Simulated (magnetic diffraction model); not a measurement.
**Solving a magnetic structure from powder neutron data: Ta2TiMn3Be6**

Space group R-3m (no. 166), a = 4.6630 Å, c = 22.0570 Å.

```csv
site,atom,x,y,z
6c,Ta,1/3,2/3,0.8071
3b,Mn,2/3,1/3,5/6
6c,Mn,2/3,1/3,0.6669
3a,Ti,0,0,0
18h,Be,0.8435,0.1565,0.7492
```

This is a made-up structure (elements placed in a structure type, unrelaxed), so the numbers test the method and describe no known phase.

Only Mn is taken to order (form factors of Mn2+); orders and moment sizes are assumed, and not adapted to the symmetry. Radiation: neutrons of λ = 2.567 Å, 5° to 80°; isotropic B of 0.14 Å² (Ta), 0.28 Å² (Mn), 0.24 Å² (Ti) and 0.33 Å² (Be). The intensities are simulated: I ∝ L Σ (|F_N|² + |F_M⊥|²) for unpolarised neutrons, with F_M = 2.695 fm/μB × Σ f(s) S exp(2πi Q·r) exp(−B s²) at Q = H ± k (one set where k and −k are equivalent), only the part normal to Q counting and L = 1/(sin²θ cos θ). For collinear order S is the moment m, which repeats by lattice and centring translations R with the sign exp(−2πi k·R). Form factors are spin-only for 3d ions and dipole or tabulated for f ions, scattering lengths are Sears's of 1992, and absorption is left out. A label names one of the reflections at its angle. The strongest nuclear line in the range is 100, and lines under 0.2 are left out.

Above the ordering temperature:

```csv
2θ (°),index,I
20.11,(0 0 3),44.8
39.57,(0 1 2),32.9
40.87,(0 0 6),97.3
46.40,(1 0 4),2.2
51.05,(0 1 5),8.4
62.22,(1 0 7),44.5
63.16,(0 0 9),1.8
66.80,(1 1 0),11.1
68.62,(0 1 8),14.3
70.55,(1 1 3),32.2
79.33,(0 2 1),100.0
```

Below it (cell unchanged):

| 2θ (°) | I |
| --- | --- |
| 20.11 | 44.8 |
| 22.72 | 1.6 |
| 31.95 | 0.2 |
| 38.05 | 1.9 |
| 39.57 | 32.9 |
| 40.87 | 97.3 |
| 46.40 | 2.2 |
| 51.05 | 8.4 |
| 51.73 | 0.4 |
| 57.45 | 0.3 |
| 61.02 | 0.6 |
| 62.22 | 44.5 |
| 63.16 | 1.8 |
| 66.80 | 11.1 |
| 68.62 | 14.3 |
| 70.55 | 32.2 |
| 79.33 | 100.0 |

**Question.** Check that the new lines index with k = (1/2 1/2 0), then choose among these models:
A. collinear moments along [100], 0.86 μB on Mn; signs + at (2/3, 1/3, 5/6), − at (2/3, 1/3, 0.6669), − at (2/3, 1/3, 0.9998)
B. collinear moments along [101], 0.86 μB on Mn; signs + at (2/3, 1/3, 5/6), + at (2/3, 1/3, 0.6669), + at (2/3, 1/3, 0.9998)
C. collinear moments along [100], 0.86 μB on Mn; signs + at (2/3, 1/3, 5/6), + at (2/3, 1/3, 0.6669), + at (2/3, 1/3, 0.9998)
D. collinear moments along [101], 0.86 μB on Mn; signs + at (2/3, 1/3, 5/6), − at (2/3, 1/3, 0.6669), − at (2/3, 1/3, 0.9998)

The new lines index as (-1/2 1/2 2) at 22.72°, (1/2 1/2 3) at 38.05°, (3/2 -1/2 2) at 51.73° and (-1/2 3/2 4) at 57.45°, that is as H ± k with k = (1/2 1/2 0), one of 3 inequivalent arms of its star (k and −k counted as one), which a powder can't tell apart. Half indices mean that the moments reverse under translations with k·R a half-integer, and the magnetic cell has twice the primitive volume.

Magnetic intensity, observed (below minus above) and for each model:

| 2θ (°) | index | observed | A | B | C | D |
| --- | --- | --- | --- | --- | --- | --- |
| 19.49 | (1/2 -1/2 1) | <0.2 | <0.2 | 2.0 | 0.9 | <0.2 |
| 22.72 | (-1/2 1/2 2) | 1.6 | 1.0 | <0.2 | <0.2 | 1.6 |
| 31.95 | (1/2 1/2 0) | 0.2 | <0.2 | 2.0 | 1.5 | 0.2 |
| 32.74 | (1/2 -1/2 4) | <0.2 | 0.6 | <0.2 | <0.2 | <0.2 |
| 38.05 | (1/2 1/2 3) | 1.9 | 2.1 | 0.2 | 0.2 | 1.9 |
| 50.23 | (-1/2 3/2 1) | <0.2 | <0.2 | 0.6 | 0.3 | <0.2 |
| 52.80 | (1/2 1/2 6) | <0.2 | <0.2 | 0.5 | 1.0 | <0.2 |
| 61.02 | (3/2 -3/2 3) | 0.6 | 0.2 | <0.2 | <0.2 | 0.6 |

Model D matches.

The structure used: k = (1/2 1/2 0), collinear moments along [101], 0.86 μB on Mn; signs + at (2/3, 1/3, 5/6), − at (2/3, 1/3, 0.6669), − at (2/3, 1/3, 0.9998).

[Logs are printed without paths, hosts, clocks, repeated set-up lines and the standing remarks that a program may print on its own settings, such as how far it seeks lower states.]
